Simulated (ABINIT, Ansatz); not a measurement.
# A GW chain in ABINIT: Cl (Cmce), part 2 of 3

How does a plane-wave GW calculation on Cl (Cmce) run from the first input to the gap?

ABINIT 10.8.3; PBE and many-body steps on it, plane waves. Known limits of the many-body steps: short of the basis limit; coarse k mesh.

So far. Step 2 (Ground state): The gap is indirect, with the least direct gap 0.06 eV higher.

## (3) Bands along the symmetry lines

Level of this step: DFT, PBE, plane waves, norm-conserving pseudopotentials (ABINIT).

Levels along a band path, at the cheap level, show where the edges lie and whether the meshes to come will hold them.

The input, run.abi:

```
acell 3*1.0 Angstrom
rprim 
  3.145000000000 -2.250000000000 0.000000000000
  3.145000000000 2.250000000000 0.000000000000
  0.000000000000 0.000000000000 8.210000000000
ntypat 1
znucl 17
natom 4
typat 1 1 1 1
xred 
  0.870000000000 0.130000000000 0.100000000000
  0.630000000000 0.370000000000 0.600000000000
  0.130000000000 0.870000000000 0.900000000000
  0.370000000000 0.630000000000 0.400000000000
pp_dirpath "pseudos"
pseudos "Cl.upf"
ecut 25
iscf -2
irdden 1
kptopt 0
nkpt 92
kpt 
  0.00000000 0.00000000 0.00000000
  0.06250000 0.06250000 0.00000000
  0.12500000 0.12500000 0.00000000
  0.18750000 0.18750000 0.00000000
  0.25000000 0.25000000 0.00000000
  0.31250000 0.31250000 0.00000000
  0.37500000 0.37500000 0.00000000
  0.43750000 0.43750000 0.00000000
  0.50000000 0.50000000 0.00000000
  0.48474461 0.51525539 0.00000000
  0.46948923 0.53051077 0.00000000
  0.45423384 0.54576616 0.00000000
  0.43897845 0.56102155 0.00000000
  0.42372307 0.57627693 0.00000000
  0.40846768 0.59153232 0.00000000
  0.39321230 0.60678770 0.00000000
  0.37795691 0.62204309 0.00000000
  -0.37795691 0.37795691 0.00000000
  -0.33071230 0.33071230 0.00000000
  -0.28346768 0.28346768 0.00000000
  -0.23622307 0.23622307 0.00000000
  -0.18897845 0.18897845 0.00000000
  -0.14173384 0.14173384 0.00000000
  -0.09448923 0.09448923 0.00000000
  -0.04724461 0.04724461 0.00000000
  0.00000000 0.00000000 0.00000000
  0.00000000 0.00000000 0.06250000
  0.00000000 0.00000000 0.12500000
  0.00000000 0.00000000 0.18750000
  0.00000000 0.00000000 0.25000000
  0.00000000 0.00000000 0.31250000
  0.00000000 0.00000000 0.37500000
  0.00000000 0.00000000 0.43750000
  0.00000000 0.00000000 0.50000000
  -0.04724461 0.04724461 0.50000000
  -0.09448923 0.09448923 0.50000000
  -0.14173384 0.14173384 0.50000000
  -0.18897845 0.18897845 0.50000000
  -0.23622307 0.23622307 0.50000000
  -0.28346768 0.28346768 0.50000000
  -0.33071230 0.33071230 0.50000000
  -0.37795691 0.37795691 0.50000000
  0.37795691 0.62204309 0.50000000
  0.39321230 0.60678770 0.50000000
  0.40846768 0.59153232 0.50000000
  0.42372307 0.57627693 0.50000000
  0.43897845 0.56102155 0.50000000
  0.45423384 0.54576616 0.50000000
  0.46948923 0.53051077 0.50000000
  0.48474461 0.51525539 0.50000000
  0.50000000 0.50000000 0.50000000
  0.50000000 0.50000000 0.43750000
  0.50000000 0.50000000 0.37500000
  0.50000000 0.50000000 0.31250000
  0.50000000 0.50000000 0.25000000
  0.50000000 0.50000000 0.18750000
  0.50000000 0.50000000 0.12500000
  0.50000000 0.50000000 0.06250000
  0.50000000 0.50000000 0.00000000
  0.00000000 0.00000000 0.00000000
  0.00000000 0.06250000 0.00000000
  0.00000000 0.12500000 0.00000000
  0.00000000 0.18750000 0.00000000
  0.00000000 0.25000000 0.00000000
  0.00000000 0.31250000 0.00000000
  0.00000000 0.37500000 0.00000000
  0.00000000 0.43750000 0.00000000
  0.00000000 0.50000000 0.00000000
  0.00000000 0.50000000 0.06250000
  0.00000000 0.50000000 0.12500000
  0.00000000 0.50000000 0.18750000
  0.00000000 0.50000000 0.25000000
  0.00000000 0.50000000 0.31250000
  0.00000000 0.50000000 0.37500000
  0.00000000 0.50000000 0.43750000
  0.00000000 0.50000000 0.50000000
  0.00000000 0.43750000 0.50000000
  0.00000000 0.37500000 0.50000000
  0.00000000 0.31250000 0.50000000
  0.00000000 0.25000000 0.50000000
  0.00000000 0.18750000 0.50000000
  0.00000000 0.12500000 0.50000000
  0.00000000 0.06250000 0.50000000
  0.00000000 0.00000000 0.50000000
  0.06250000 0.06250000 0.50000000
  0.12500000 0.12500000 0.50000000
  0.18750000 0.18750000 0.50000000
  0.25000000 0.25000000 0.50000000
  0.31250000 0.31250000 0.50000000
  0.37500000 0.37500000 0.50000000
  0.43750000 0.43750000 0.50000000
  0.50000000 0.50000000 0.50000000
istwfk *1
nband 21
nbdbuf 2
tolwfr 1e-08
nstep 40
prtwf 0
prtvol 0
indata_prefix "in"
outdata_prefix "out"
tmpdata_prefix "tmp"
```

On the command line:

```sh
$ OMP_NUM_THREADS=1 mpirun -n 4 abinit run.abi > log
```

Output:

```text
.Version 10.8.3 of ABINIT. v10.8.2 released Aug 2026.

 Symmetries : space group Cm c a (# 64); Bravais oC (1-face-center ortho.)
[... echo of the input left out ...]
== DATASET  1 ==================================================================
-   mpi_nproc: 4, omp_nthreads: 1 (-1 if OMP is not activated)

--- !DatasetInfo
iteration_state: {dtset: 1, }
dimensions: {natom: 4, nkpt: 92, mband: 21, nsppol: 1, nspinor: 1, nspden: 1, mpw: 4726, }
cutoff_energies: {ecut:  25.0, pawecutdg:  -1.0, }
electrons: {nelect:   2.80000000E+01, charge:   0.00000000E+00, occopt:   1.00000000E+00, tsmear:   1.00000000E-02, }

 Real(R)+Recip(G) space primitive vectors, cartesian coordinates (Bohr,Bohr^-1):
 R(1)=  5.9431887 -4.2518838  0.0000000  G(1)=  0.0841299 -0.1175949  0.0000000
 R(2)=  5.9431887  4.2518838  0.0000000  G(2)=  0.0841299  0.1175949  0.0000000
 R(3)=  0.0000000  0.0000000 15.5146515  G(3)=  0.0000000  0.0000000  0.0644552
 Unit cell volume ucvol=  7.8410265E+02 bohr^3
 Angles (23,13,12)=  9.00000000E+01  9.00000000E+01  7.11614758E+01 degrees

 getcut: wavevector=  0.0000  0.0000  0.0000  ngfft=  36  36  72
         ecut(hartree)=     25.000   => boxcut(ratio)=   2.06184

--- Pseudopotential description ------------------------------------------------
- Cl Generated using ONCVPSP code by D. R. Hamann
- 17.00000   7.00000  171031                  znucl, zion, pspdat
12 -101130 2 -1 1028                          pspcod,pspxc,lmax,lloc,mmax
     nproj     2     2     2
  pspatm : epsatm=    9.12776517
         --- l  ekb(1:nproj) -->
             0    8.139296    0.698720
             1    3.821713    1.107519
             2   -2.938609   -0.805455
 pspatm: atomic psp has been read  and splines computed

--------------------------------------------------------------------------------

================================================================================
 prteigrs : about to open file out_EIG
 Non-SCF case, kpt    1 (  0.00000  0.00000  0.00000), residuals and eigenvalues=
  9.10E-09  4.36E-09  3.03E-09  2.84E-09  2.33E-09  3.46E-09  6.47E-09  4.11E-09
  2.64E-09  3.58E-09  8.63E-09  6.28E-09  3.92E-09  5.99E-09  2.47E-09  8.22E-09
  9.45E-09  7.05E-09  9.02E-09  1.59E-05  1.13E-05
 -6.4091E-01 -6.3353E-01 -4.9406E-01 -4.7435E-01 -2.2600E-01 -1.9657E-01
 -1.2661E-01 -1.2203E-01 -1.0941E-01 -1.0909E-01 -5.6008E-02 -4.5071E-02
 -3.5652E-02 -3.2335E-02  6.0461E-02  8.1125E-02  2.2390E-01  2.4601E-01
[...]
Non-SCF case, kpt    2 (  0.06250  0.06250  0.00000), residuals and eigenvalues=
  8.20E-09  9.68E-09  3.71E-09  9.17E-09  7.66E-09  2.11E-09  3.67E-09  3.61E-09
[...]
5.04E-09  8.87E-09  9.11E-09  2.42E-05  3.23E-05
[...]
Non-SCF case, kpt    3 (  0.12500  0.12500  0.00000), residuals and eigenvalues=
[...]
2.71E-09  8.35E-09  2.97E-09  8.64E-06  3.91E-04
[...]
Non-SCF case, kpt   91 (  0.43750  0.43750  0.50000), residuals and eigenvalues=
[...]
Non-SCF case, kpt   92 (  0.50000  0.50000  0.50000), residuals and eigenvalues=
[...]
-1.6293E-01 -1.6293E-01 -1.3168E-01 -1.3168E-01 -5.6040E-02 -5.6040E-02
 -4.7061E-02 -4.7061E-02  6.4366E-02  6.4366E-02  2.9807E-01  2.9807E-01
[...]
--- !ResultsGS
iteration_state: {dtset: 1, }
comment   : Summary of ground state results
lattice_vectors:
- [  5.9431887,  -4.2518838,   0.0000000, ]
- [  5.9431887,   4.2518838,   0.0000000, ]
- [  0.0000000,   0.0000000,  15.5146515, ]
lattice_lengths: [   7.30753,    7.30753,   15.51465, ]
lattice_angles: [ 90.000,  90.000,  71.161, ] # degrees, (23, 13, 12)
lattice_volume:   7.8410265E+02
convergence: {deltae:  0.000E+00, res2:  0.000E+00, residm:  9.980E-09, diffor:  0.000E+00, }
etotal    :  -6.55896272E+01
entropy   :   0.00000000E+00
fermie    :  -3.02756789E-02
cartesian_stress_tensor: null
pressure_GPa: null
xred      :
- [  8.7000E-01,   1.3000E-01,   1.0000E-01, Cl]
- [  6.3000E-01,   3.7000E-01,   6.0000E-01, Cl]
- [  1.3000E-01,   8.7000E-01,   9.0000E-01, Cl]
- [  3.7000E-01,   6.3000E-01,   4.0000E-01, Cl]
cartesian_forces: null
force_length_stats: {min: null, max: null, mean: null, }

 Integrated electronic density in atomic spheres:
 ------------------------------------------------
 Atom  Sphere_radius  Integrated_density
[...]
================================================================================

 ----iterations are completed or convergence reached----

 Mean square residual over all n,k,spin=   54.933E-10; max=  99.800E-10
 reduced coordinates (array xred) for    4 atoms
[...]
0.130000      0.870000      0.900000
       0.370000      0.630000      0.400000

 cartesian coordinates (angstrom) at end:
    1      3.145000    -1.665000     0.821000
    2      3.145000    -0.585000     4.926000
    3      3.145000     1.665000     7.389000
    4      3.145000     0.585000     3.284000
 length scales=  1.889726  1.889726  1.889726 bohr
              =  1.000000  1.000000  1.000000 angstroms
 prteigrs : about to open file out_EIG
 Eigenvalues (hartree) for nkpt=  92  k points:
 kpt#   1, nband= 21, wtk=  1.00000, kpt=  0.0000  0.0000  0.0000 (reduced coord)
[...]
kpt#   2, nband= 21, wtk=  1.00000, kpt=  0.0625  0.0625  0.0000 (reduced coord)
[...]
kpt#   3, nband= 21, wtk=  1.00000, kpt=  0.1250  0.1250  0.0000 (reduced coord)
[...]
kpt#  91, nband= 21, wtk=  1.00000, kpt=  0.4375  0.4375  0.5000 (reduced coord)
[...]
0.29925    0.29925    0.33074    0.33075    0.34904
 kpt#  92, nband= 21, wtk=  1.00000, kpt=  0.5000  0.5000  0.5000 (reduced coord)
  -0.62997   -0.62997   -0.48167   -0.48167   -0.21248   -0.21248   -0.16293   -0.16293
  -0.13168   -0.13168   -0.05604   -0.05604   -0.04706   -0.04706    0.06437    0.06437
   0.29807    0.29807    0.33103    0.33104    0.34782

== END DATASET(S) ==============================================================
================================================================================

 -outvars: echo values of variables after computation  --------
            nband          21
             nkpt          92
          spgroup          64
 [... the other variables as echoed above ...]

 Calculation completed.
```

Wall time 32 s (4 MPI ranks of Intel Xeon Platinum 8488C (Sapphire Rapids), shared host); peak memory 0.43 GiB.

Read from the output:

```yaml
gap: 2.457 eV
k_of_the_valence_top: 0.5, 0.5, 0
k_of_the_conduction_bottom: -0.0945, 0.0945, 0
least_direct_gap: 2.515 eV
```

The gap is 2.457 eV, −0.012 eV from the run before at this level.

Electronic bands along the path, in eV, zero at the top of the highest filled band:

| point | band 11 | band 12 | band 13 | band 14 | band 15 | band 16 | band 17 | band 18 |
| --- | --- | --- | --- | --- | --- | --- | --- | --- |
| Γ | -0.70 | -0.40 | -0.15 | -0.06 | 2.47 | 3.03 | 6.92 | 7.52 |
| halfway | -0.71 | -0.45 | -0.37 | -0.07 | 2.55 | 2.88 | 8.41 | 8.55 |
| Y | -0.96 | -0.89 | -0.36 | 0.00 | 2.55 | 2.74 | 8.58 | 8.67 |
| halfway | -0.93 | -0.81 | -0.31 | 0.00 | 2.55 | 2.75 | 8.37 | 8.91 |
| F0 | -0.84 | -0.66 | -0.21 | -0.01 | 2.60 | 2.78 | 8.52 | 9.16 |
| jump to Δ0 | -0.84 | -0.66 | -0.21 | -0.01 | 2.60 | 2.78 | 8.52 | 9.16 |
| halfway | -0.40 | -0.30 | -0.24 | -0.05 | 2.64 | 2.98 | 8.22 | 8.70 |
| Γ | -0.70 | -0.40 | -0.15 | -0.06 | 2.47 | 3.03 | 6.92 | 7.52 |
| halfway | -0.70 | -0.49 | -0.13 | -0.07 | 2.51 | 2.91 | 7.11 | 7.57 |
| Z | -0.64 | -0.64 | -0.10 | -0.10 | 2.67 | 2.67 | 7.46 | 7.46 |
| halfway | -0.22 | -0.22 | -0.14 | -0.14 | 2.77 | 2.77 | 8.31 | 8.31 |
| B0 | -0.41 | -0.41 | -0.40 | -0.40 | 2.68 | 2.68 | 9.21 | 9.21 |
| jump to G0 | -0.41 | -0.41 | -0.40 | -0.40 | 2.68 | 2.68 | 9.21 | 9.21 |
| halfway | -0.61 | -0.61 | -0.44 | -0.44 | 2.61 | 2.61 | 8.99 | 8.99 |
| T | -0.70 | -0.70 | -0.46 | -0.46 | 2.58 | 2.58 | 8.93 | 8.93 |
| halfway | -0.85 | -0.80 | -0.47 | -0.13 | 2.54 | 2.68 | 8.67 | 8.79 |
| Y | -0.96 | -0.89 | -0.36 | 0.00 | 2.55 | 2.74 | 8.58 | 8.67 |
| jump to Γ | -0.70 | -0.40 | -0.15 | -0.06 | 2.47 | 3.03 | 6.92 | 7.52 |
| halfway | -0.42 | -0.30 | -0.25 | -0.15 | 2.54 | 2.97 | 7.90 | 8.17 |
| S | -0.51 | -0.51 | -0.15 | -0.15 | 2.85 | 2.85 | 8.30 | 8.30 |
| halfway | -0.46 | -0.46 | -0.09 | -0.09 | 2.80 | 2.80 | 8.40 | 8.40 |
| R | -0.43 | -0.43 | 0.00 | 0.00 | 2.75 | 2.75 | 8.52 | 8.52 |
| halfway | -0.39 | -0.39 | -0.16 | -0.16 | 2.75 | 2.75 | 8.05 | 8.05 |
| Z | -0.64 | -0.64 | -0.10 | -0.10 | 2.67 | 2.67 | 7.46 | 7.46 |
| halfway | -0.71 | -0.71 | -0.18 | -0.18 | 2.66 | 2.66 | 8.76 | 8.76 |
| T | -0.70 | -0.70 | -0.46 | -0.46 | 2.58 | 2.58 | 8.93 | 8.93 |

## (4) Empty states on the mesh, 4×4×1 mesh, 222 bands

The sums over transitions need many empty states on a uniform mesh; this step solves for them.

The input, run.abi:

```
acell 3*1.0 Angstrom
rprim 
  3.145000000000 -2.250000000000 0.000000000000
  3.145000000000 2.250000000000 0.000000000000
  0.000000000000 0.000000000000 8.210000000000
ntypat 1
znucl 17
natom 4
typat 1 1 1 1
xred 
  0.870000000000 0.130000000000 0.100000000000
  0.630000000000 0.370000000000 0.600000000000
  0.130000000000 0.870000000000 0.900000000000
  0.370000000000 0.630000000000 0.400000000000
pp_dirpath "pseudos"
pseudos "Cl.upf"
ecut 25
ngkpt 4 4 1
nshiftk 1
shiftk 0 0 0
kptopt 1
chksymbreak 0
iscf -2
irdden 1
istwfk *1
nband 222
nbdbuf 20
tolwfr 1e-09
nstep 60
prtvol 0
indata_prefix "in"
outdata_prefix "out"
tmpdata_prefix "tmp"
```

Output:

```text
.Version 10.8.3 of ABINIT. v10.8.2 released Aug 2026.

 Symmetries : space group Cm c a (# 64); Bravais oC (1-face-center ortho.)
[... echo of the input left out ...]
== DATASET  1 ==================================================================
-   mpi_nproc: 4, omp_nthreads: 1 (-1 if OMP is not activated)

--- !DatasetInfo
iteration_state: {dtset: 1, }
dimensions: {natom: 4, nkpt: 7, mband: 222, nsppol: 1, nspinor: 1, nspden: 1, mpw: 4689, }
cutoff_energies: {ecut:  25.0, pawecutdg:  -1.0, }
electrons: {nelect:   2.80000000E+01, charge:   0.00000000E+00, occopt:   1.00000000E+00, tsmear:   1.00000000E-02, }

 Real(R)+Recip(G) space primitive vectors, cartesian coordinates (Bohr,Bohr^-1):
 R(1)=  5.9431887 -4.2518838  0.0000000  G(1)=  0.0841299 -0.1175949  0.0000000
 R(2)=  5.9431887  4.2518838  0.0000000  G(2)=  0.0841299  0.1175949  0.0000000
 R(3)=  0.0000000  0.0000000 15.5146515  G(3)=  0.0000000  0.0000000  0.0644552
 Unit cell volume ucvol=  7.8410265E+02 bohr^3
 Angles (23,13,12)=  9.00000000E+01  9.00000000E+01  7.11614758E+01 degrees

 getcut: wavevector=  0.0000  0.0000  0.0000  ngfft=  36  36  72
         ecut(hartree)=     25.000   => boxcut(ratio)=   2.06184

--- Pseudopotential description ------------------------------------------------
- Cl Generated using ONCVPSP code by D. R. Hamann
- 17.00000   7.00000  171031                  znucl, zion, pspdat
12 -101130 2 -1 1028                          pspcod,pspxc,lmax,lloc,mmax
     nproj     2     2     2
  pspatm : epsatm=    9.12776517
         --- l  ekb(1:nproj) -->
             0    8.139296    0.698720
             1    3.821713    1.107519
             2   -2.938609   -0.805455
 pspatm: atomic psp has been read  and splines computed

--------------------------------------------------------------------------------

================================================================================
 prteigrs : about to open file out_EIG
 Non-SCF case, kpt    1 (  0.00000  0.00000  0.00000), residuals and eigenvalues=
  2.63E-10  3.05E-10  2.76E-10  3.61E-10  3.74E-10  5.18E-10  3.17E-10  3.88E-10
  3.95E-10  4.24E-10  2.91E-10  3.42E-10  4.17E-10  4.95E-10  4.80E-10  6.35E-10
  1.09E-10  1.83E-10  2.77E-10  2.70E-10  2.48E-10  2.92E-10  4.97E-10  2.73E-10
[...]
3.78E-07  1.38E-07  4.34E-07  1.36E-05  2.32E-05  1.04E-04
 -6.4091E-01 -6.3353E-01 -4.9406E-01 -4.7435E-01 -2.2600E-01 -1.9657E-01
 -1.2661E-01 -1.2203E-01 -1.0941E-01 -1.0909E-01 -5.6008E-02 -4.5071E-02
[...]
2.9103E+00  2.9110E+00  2.9123E+00  2.9539E+00  2.9556E+00  3.0004E+00
 prteigrs : prtvol=0 or 1, do not print more k-points.

--- !ResultsGS
iteration_state: {dtset: 1, }
comment   : Summary of ground state results
lattice_vectors:
- [  5.9431887,  -4.2518838,   0.0000000, ]
- [  5.9431887,   4.2518838,   0.0000000, ]
- [  0.0000000,   0.0000000,  15.5146515, ]
lattice_lengths: [   7.30753,    7.30753,   15.51465, ]
lattice_angles: [ 90.000,  90.000,  71.161, ] # degrees, (23, 13, 12)
lattice_volume:   7.8410265E+02
convergence: {deltae:  0.000E+00, res2:  0.000E+00, residm:  9.979E-10, diffor:  0.000E+00, }
etotal    :  -6.55896272E+01
entropy   :   0.00000000E+00
fermie    :  -3.02756789E-02
cartesian_stress_tensor: null
pressure_GPa: null
xred      :
- [  8.7000E-01,   1.3000E-01,   1.0000E-01, Cl]
- [  6.3000E-01,   3.7000E-01,   6.0000E-01, Cl]
- [  1.3000E-01,   8.7000E-01,   9.0000E-01, Cl]
- [  3.7000E-01,   6.3000E-01,   4.0000E-01, Cl]
cartesian_forces: null
force_length_stats: {min: null, max: null, mean: null, }

 Integrated electronic density in atomic spheres:
 ------------------------------------------------
 Atom  Sphere_radius  Integrated_density
[...]
================================================================================

 ----iterations are completed or convergence reached----

 Mean square residual over all n,k,spin=   41.626E-11; max=  99.789E-11
 reduced coordinates (array xred) for    4 atoms
[...]
0.130000      0.870000      0.900000
       0.370000      0.630000      0.400000

 cartesian coordinates (angstrom) at end:
    1      3.145000    -1.665000     0.821000
    2      3.145000    -0.585000     4.926000
    3      3.145000     1.665000     7.389000
    4      3.145000     0.585000     3.284000
 length scales=  1.889726  1.889726  1.889726 bohr
              =  1.000000  1.000000  1.000000 angstroms
 prteigrs : about to open file out_EIG
 Eigenvalues (hartree) for nkpt=   7  k points:
 kpt#   1, nband=222, wtk=  0.06250, kpt=  0.0000  0.0000  0.0000 (reduced coord)
[...]
2.77136    2.78751    2.80373    2.80383    2.80993    2.82451    2.82457    2.82656
   2.83195    2.84388    2.84518    2.85232    2.85275    2.87123    2.88282    2.88811
   2.91026    2.91097    2.91229    2.95392    2.95556    3.00037
 prteigrs : prtvol=0 or 1, do not print more k-points.

== END DATASET(S) ==============================================================
================================================================================

 -outvars: echo values of variables after computation  --------
            nband         222
             nkpt           7
          spgroup          64
 [... the other variables as echoed above ...]

 Calculation completed.
```

The job ended after 83 s (4 MPI ranks; peak memory 0.46 GiB; 5.5 min of CPU time).

Read from the output:

* gap: 2.469 eV
* k of the valence top: 0.5, 0.5, 0
* k of the conduction bottom: 0, 0, 0
* least direct gap: 2.525 eV
* k points computed: 7
* lowest point of the top converged band, above the valence top: 75.1355 eV

On this mesh the gap is 2.469 eV.

(Part 2 of 3 ends here.)

[Long decimals in the printed logs are rounded to 6 places.]

[Logs are printed without paths, hosts, clocks, repeated set-up lines and the standing remarks that a program may print on its own settings, such as how far it seeks lower states.]

[Paths, hosts, dates, memory and timing lines, banners, echoed tables and standing remarks are left out of the program output; an Ansatz launch command may be rebuilt from the run's recorded settings. Measured values are a selection of at most five: reports struck by readers or far from the other reports are left out. None is set beside runs whose start may be inverted or whose files or cutoffs have a known fault.]

[Runs of the session that timed out or met a known fault of the program may be left out.]

[Hosts, paths, dates, database ids (printed as entryN), source tags and the programs' standing remarks are cut or masked in the printed files.]

[G0W0 gaps are taken among the corrected bands and points alone; a level outside them can change the order at an edge.]

[Where Ansatz stands beside ABINIT at settings called matched, ABINIT's density can come from a denser mesh and the files from another edition; pairs whose starting gaps differed by over 0.03 eV were left out, so agreement reads better than it is.]
